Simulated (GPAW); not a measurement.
## Optical response of SiC (Moissanite 3C)

Wanted: where SiC (Moissanite 3C) starts to absorb, how strongly, and its refractive index.

Main program and level: GPAW 26.7.0; DFT, LDA, plane-wave PAW (GPAW data sets), scalar-relativistic, RPA, optical limit.

### Step 1. Set-up

The structure is cubic, space group F-43m (No. 216). Conventional cell: a = 4.358 Å, b = 4.358 Å, c = 4.358 Å, α = 90.00°, β = 90.00°, γ = 90.00°. Si has 4 C at 1.89 Å nearest. C has 4 Si at 1.89 Å nearest. Farther neighbours are not listed.

As a file:

```cif
data_structure
_symmetry_space_group_name_H-M 'F-43m'
_symmetry_Int_Tables_number 216
_cell_length_a 4.3580
_cell_length_b 4.3580
_cell_length_c 4.3580
_cell_angle_alpha 90.000
_cell_angle_beta 90.000
_cell_angle_gamma 90.000
_cell_volume 82.77
loop_
_atom_site_label
_atom_site_type_symbol
_atom_site_symmetry_multiplicity
_atom_site_Wyckoff_symbol
_atom_site_fract_x
_atom_site_fract_y
_atom_site_fract_z
_atom_site_occupancy
Si1 Si 4 a 0.00000 0.00000 0.00000 1
C1 C 4 c 0.25000 0.25000 0.25000 1
```

### Step 2. Bands for the response

At the fixed density, many empty bands are solved on the mesh of the response, since the spectrum sums over them.

This step: DFT, LDA, plane-wave PAW (GPAW data sets), scalar-relativistic, bands at fixed density (GPAW 26.7.0).

nscf.py

```python
from ase.dft.bandgap import bandgap
from gpaw import GPAW, FermiDirac

calc = GPAW('gs.gpw').fixed_density(kpts={'size': (14, 14, 14), 'gamma': True}, nbands=28, convergence={'bands': 22},
                                    occupations=FermiDirac(0.001), txt='nscf.txt')
print('gap (eV)', bandgap(calc, output=None)[0])
print('direct gap (eV)', bandgap(calc, direct=True, output=None)[0])
print('top band over the Fermi level (eV)', min(calc.get_eigenvalues(kpt=k)[21] for k in range(len(calc.get_ibz_k_points()))) - calc.get_fermi_level())
calc.write('full.gpw', mode='all')
```

Run with:

```console
> OMP_NUM_THREADS=1 python nscf.py
```

Numbers of over 12 decimals in the logs are rounded to 6 here.

The program printed:

```text
Diagonalizing LCAO Hamiltonian
Converting LCAO to pw mode
convergence criteria:
- Maximum integral of absolute [eigenst]ate change: 4e-08 eV^2 / valence electron
maximum number of iterations: 150

SCF iterations
|iter     |      energy | eigst |  dens |
|iter:   1||             | +3.34 |       |
|iter:   2||             | +1.53 |       |
|iter:   3||             | -0.84 |       |
|iter:   4||             | -2.53 |       |
|iter:   5||             | -4.44 |       |
|iter:   6||             | -6.01 |       |
|iter:   7||             | -7.21 |       |
|iter:   8||             | -8.15c|       |
SCF steps: 8
  __  _  _
 | _ |_)|_||  |
 |__||  | ||/\| - 26.7.0

Versions:
  Python: 3.12.14
  ASE:    3.29.0
  Numpy:  2.5.5
  Scipy:  1.18.1
  Libxc:  7.0.0

Input parameters:
  mode=PW(ecut=500.0),
  convergence={'bands': 22},
  gpts=array([16, 16, 16]),
  kpts=MonkhorstPack(size=(14, 14, 14), gamma=True),
  maxiter=150,
  nbands=28,
  occupations=Occupations(name='fermi-dirac', width=0.001, fixmagmom=False),
  parallel={},
  xc=XC(name='LDA')

--- standard output ---
gap (eV) 1.313065
direct gap (eV) 4.508023
top band over the Fermi level (eV) 36.373684
```

Wall time 21 s (1 thread of Arm Neoverse V1, shared host); peak memory 0.16 GiB.

Read-outs, printed or worked out from the files:

| Quantity | Value |
| --- | --- |
| gap on the k-mesh | 1.313 eV |
| direct gap on the mesh | 4.508 eV |

### Step 3. Dielectric function, RPA

Local fields let the induced charge screen the field inside the cell, which as a rule lowers ε, most along directions where the density is uneven.

This step: DFT, LDA, plane-wave PAW (GPAW data sets), scalar-relativistic, RPA, optical limit (GPAW 26.7.0).

df.py

```python
from gpaw.response.df import DielectricFunction

df = DielectricFunction('full.gpw', frequencies={'type': 'nonlinear', 'domega0': 0.03, 'omega2': 8},
                        ecut=50,
                        eta=0.15,
                        nbands=22,
                        txt='df.txt')
for direction in ['x']:
    df.get_dielectric_function(xc='RPA', direction=direction, filename=f'df_{direction}.csv')
```

Run with:

```console
> OMP_NUM_THREADS=1 python df.py
```

The program printed:

```text
Using integrator: PointIntegrator
NonLinearFrequencyDescriptor(from 0.000 to 59.990 eV, 488 points)
Nonperiodic BCs:  [False False False]
Using integrator: PointIntegrator
NonLinearFrequencyDescriptor(from 0.000 to 59.990 eV, 488 points)
Nonperiodic BCs:  [False False False]

Calculating chi0 body with:
    Ground state adapter containing:
    Number of spins: 1
    Number of kpoints: 2744
    Number of irreducible kpoints: 104
    Number of completely occupied states: 4
    Number of partially occupied states: 4

    Linear response parametrization:
    q_c: [0.0, 0.0, 0.0]
    Number of frequency points: 488
    Planewave cutoff: 50.0
    Number of bands: 22
    Number of planewaves: 15
    Broadening (eta): 0.15

Integrating chi0 body.

Symmetries of q_c:
    Direct symmetries (Uq -> q): 24
    Indirect symmetries (TUq -> q): 24
In total 48 allowed symmetries.

104 groups of equivalent kpoints. 96.209913% reduction.

Integral kind: spectral function

Calculating chi0 optical extensions with:
    Ground state adapter containing:
    Number of spins: 1
    Number of kpoints: 2744
    Number of irreducible kpoints: 104
    Number of completely occupied states: 4
    Number of partially occupied states: 4

    Linear response parametrization:
    Number of frequency points: 488
    Planewave cutoff: 50.0
    Number of bands: 22
    Number of planewaves: 15
    Broadening (eta): 0.15
Integrating chi0 head and wings.

Symmetries of q_c:
    Direct symmetries (Uq -> q): 24
    Indirect symmetries (TUq -> q): 24
In total 48 allowed symmetries.

104 groups of equivalent kpoints. 96.209913% reduction.

Integral kind: spectral function wings
```

Wall time 3.9 s (1 thread); peak memory 0.2 GiB.

Read-outs, printed or worked out from the files:

| Item | Value |
| --- | --- |
| electronic dielectric constant ε∞, mean over x, y and z (by symmetry where fewer were run) | 6.819 |
| main peak of Im epsilon, first axis | 6.742 eV |

Some rows of df_x.csv (energy; Re and Im without local fields; Re and Im with them):

```text
0.000000, 7.202249, -0.000000, 6.818742, 0.000000
0.429336, 7.224424, 0.015595, 6.839156, 0.014356
0.878195, 7.296318, 0.032797, 6.905333, 0.030185
1.347938, 7.429527, 0.052967, 7.027912, 0.048730
1.840057, 7.642824, 0.078335, 7.224091, 0.072025
2.356191, 7.967898, 0.113012, 7.522855, 0.103816
2.898142, 8.462573, 0.165806, 7.976997, 0.152117
3.467895, 9.247765, 0.260611, 8.696706, 0.238638
4.067647, 10.657862, 0.508104, 9.986104, 0.463933
4.699832, 12.999150, 2.396511, 12.118849, 2.183944
5.367152, 15.047112, 5.739431, 13.988683, 5.120968
6.072622, 15.519396, 11.861186, 14.671625, 10.597219
6.819608, 3.111635, 22.855676, 3.246743, 21.506552
7.611886, 2.383190, 10.411623, 1.688709, 9.264247
8.453705, -5.592173, 13.031761, -3.995554, 12.124244
9.349861, -4.847162, 7.280128, -3.712631, 7.297806
10.305790, -4.616475, 5.095548, -3.947924, 5.223182
11.327680, -3.411701, 2.604193, -3.094014, 2.771463
12.422601, -2.777300, 2.825779, -2.306228, 3.089951
13.598673, -2.156732, 1.616736, -1.956679, 1.801286
```

The Im ε, E ∥ x has structure finer than the step of the table below, so its rows give means over 0.5 eV, whole bins alone (the curve runs from 0 to 14.0 eV). Peaks (eV: height): 6.76: 22.2, 8.21: 14.4.

Values under the direct gap are tails of Lorentzian lines. Im ε, E ∥ x against photon energy; means over each step:

```csv
photon energy (eV),"Im ε, E ∥ x"
0.5,0.0168
1.0,0.0349
1.5,0.0556
2.0,0.0812
2.5,0.115
3.0,0.165
3.5,0.249
4.0,0.440
4.5,1.40
5.0,3.25
5.5,6.41
6.0,9.82
6.5,17.0
7.0,17.5
7.5,9.35
8.0,11.9
8.5,11.2
9.0,8.22
9.5,6.64
10.0,6.39
10.5,5.11
11.0,3.45
11.5,2.56
12.0,2.69
12.5,2.86
13.0,1.99
13.5,1.82
```

Table of Re ε, E ∥ x by photon energy:

```csv
photon energy (eV),"Re ε, E ∥ x"
0.0,6.82
0.5,6.85
1.0,6.93
1.5,7.08
2.0,7.31
2.5,7.63
3.0,8.08
3.5,8.75
4.0,9.79
4.5,11.6
5.0,12.8
5.5,14.3
6.0,14.6
6.5,13.3
7.0,-1.59
7.5,0.813
8.0,2.67
8.5,-4.39
9.0,-2.24
9.5,-3.61
10.0,-2.79
10.5,-3.45
11.0,-3.84
11.5,-2.77
12.0,-1.58
12.5,-2.47
13.0,-2.16
13.5,-1.92
```

The loss function −Im 1/ε at q → 0, E ∥ x has structure finer than the step of the table below, so its rows give means over 0.25 eV, whole bins alone (the curve runs from 0 to 14.0 eV). Peaks (eV: height): 7.438: 0.110, 12.023: 0.278.

Values under the direct gap are tails of Lorentzian lines. The loss function −Im 1/ε at q → 0, E ∥ x by energy loss; means over each step:

```csv
energy loss (eV),"loss function −Im 1/ε at q → 0, E ∥ x"
0.25,1.8e-4
0.50,3.6e-4
0.75,5.4e-4
1.00,7.2e-4
1.25,9.1e-4
1.50,0.00111
1.75,0.00131
2.00,0.00152
2.25,0.00174
2.50,0.00197
2.75,0.00223
3.00,0.00251
3.25,0.00283
3.50,0.00321
3.75,0.00370
4.00,0.00441
4.25,0.00585
4.50,0.00990
4.75,0.0153
5.00,0.0182
5.25,0.0216
5.50,0.0271
5.75,0.0325
6.00,0.0318
6.25,0.0362
6.50,0.0370
6.75,0.0421
7.00,0.0545
7.25,0.0898
7.50,0.108
7.75,0.0965
8.00,0.0822
8.25,0.0706
8.50,0.0779
8.75,0.106
9.00,0.110
9.25,0.105
9.50,0.118
9.75,0.139
10.00,0.126
10.25,0.118
10.50,0.132
10.75,0.119
11.00,0.129
11.25,0.156
11.50,0.180
11.75,0.226
12.00,0.270
12.25,0.232
12.50,0.203
12.75,0.198
13.00,0.227
13.25,0.255
13.50,0.259
13.75,0.260
```

Values under the direct gap are tails of Lorentzian lines. Im ε, E ∥ x against photon energy; read off at these points:

```csv
photon energy (eV),without local fields,with local fields
0.000,0,0
0.250,0.00903,0.00831
0.500,0.0182,0.0168
0.750,0.0277,0.0255
1.000,0.0378,0.0347
1.250,0.0485,0.0446
1.500,0.0602,0.0554
1.750,0.0733,0.0674
2.000,0.0880,0.0809
2.250,0.105,0.0964
2.500,0.125,0.115
2.750,0.149,0.137
3.000,0.179,0.164
3.250,0.217,0.199
3.500,0.268,0.246
3.750,0.342,0.313
4.000,0.461,0.421
4.250,0.710,0.647
4.500,1.48,1.34
4.750,2.64,2.41
5.000,3.54,3.20
5.250,4.94,4.43
5.500,7.46,6.66
5.750,8.61,7.81
6.000,10.6,9.46
6.250,14.1,12.8
6.500,17.5,16.3
6.750,23.7,22.2
7.000,19.6,18.7
7.250,10.7,10.3
7.500,9.93,9.06
7.750,11.4,9.83
8.000,13.5,11.4
8.208,16.7,14.4
8.250,16.5,14.3
8.500,12.1,11.4
8.750,8.67,7.87
9.000,9.69,8.53
9.250,8.04,7.92
9.500,6.63,6.59
9.750,6.02,5.81
10.000,6.90,6.78
10.250,5.45,5.63
10.500,5.02,5.14
10.750,4.35,4.71
11.000,2.99,3.21
11.250,2.74,2.90
11.500,2.46,2.57
11.750,2.28,2.29
12.000,2.76,2.65
12.250,3.07,3.16
12.500,2.63,2.92
12.750,2.13,2.35
13.000,1.80,1.92
13.250,1.77,1.89
13.500,1.69,1.87
13.750,1.41,1.58
```

The refractive index n and extinction k by photon energy:

```csv
photon energy (eV),n,k
0.0,2.61,0
0.5,2.62,0.00320
1.0,2.63,0.00660
1.5,2.66,0.0104
2.0,2.70,0.0150
2.5,2.76,0.0208
3.0,2.84,0.0288
3.5,2.96,0.0415
4.0,3.13,0.0673
4.5,3.41,0.197
5.0,3.61,0.443
5.5,3.87,0.860
6.0,4.00,1.18
6.5,4.14,1.96
7.0,2.93,3.19
7.5,2.23,2.04
8.0,2.68,2.13
8.5,1.97,2.88
9.0,1.81,2.35
9.5,1.40,2.36
10.0,1.51,2.25
10.5,1.17,2.20
11.0,0.762,2.10
11.5,0.710,1.81
12.0,0.866,1.53
12.5,0.824,1.77
13.0,0.605,1.59
13.5,0.616,1.52
```

At chosen wavelengths:

```csv
wavelength (nm),n,k,R (%),1/α
1550,2.62,0.005,20.1,24 µm
800,2.66,0.011,20.6,5.9 µm
532,2.74,0.019,21.6,2.3 µm
450,2.80,0.025,22.4,1.5 µm
405,2.86,0.030,23.2,1.1 µm
365,2.93,0.038,24.1,758 nm
308,3.14,0.069,26.8,353 nm
```

Below the direct gap, k and the depth come from the tails of the Lorentzian lines, not from transitions.

Rows near the edge hang on the gap, which this functional as a rule makes too small, and phonon-assisted absorption is left out.

### Step 4. Outcome

* electronic dielectric constant ε∞, mean over x, y and z (by symmetry where fewer were run) (RPA): 6.82
* main peak of Im epsilon, first axis: 6.74 eV

**Reading.** At this level (LDA, RPA) SiC has ε∞ = 6.82 and n = 2.62 at 1550 nm, and Im ε peaks at 6.7 eV. On the mesh the gap is 1.31 eV and the least direct gap 4.51 eV, so on this mesh the band edges lie at different points. Local fields change the static value along x from 7.20 to 6.82 (-5 %). Distinct maxima of Im ε, read by a parabola through the highest points, lie at 6.74 eV (22), 8.24 eV (14), 9.07 eV (8.7) and 10.05 eV (6.9). Excitons and phonon-assisted transitions are missing; LDA gaps are as a rule too small, which pulls the onset down and ε∞ up. The sum runs over mesh points, so small or evenly spaced maxima can still be ripples of the mesh.

[Machine, clock and banner lines and Python warnings are left out of the logs.]

[Logs are printed without paths, hosts, clocks, repeated set-up lines and the standing remarks that a program may print on its own settings, such as how far it seeks lower states.]

[Hosts, paths, dates, database ids (printed as entryN), source tags and the programs' standing remarks are cut or masked in the printed files.]
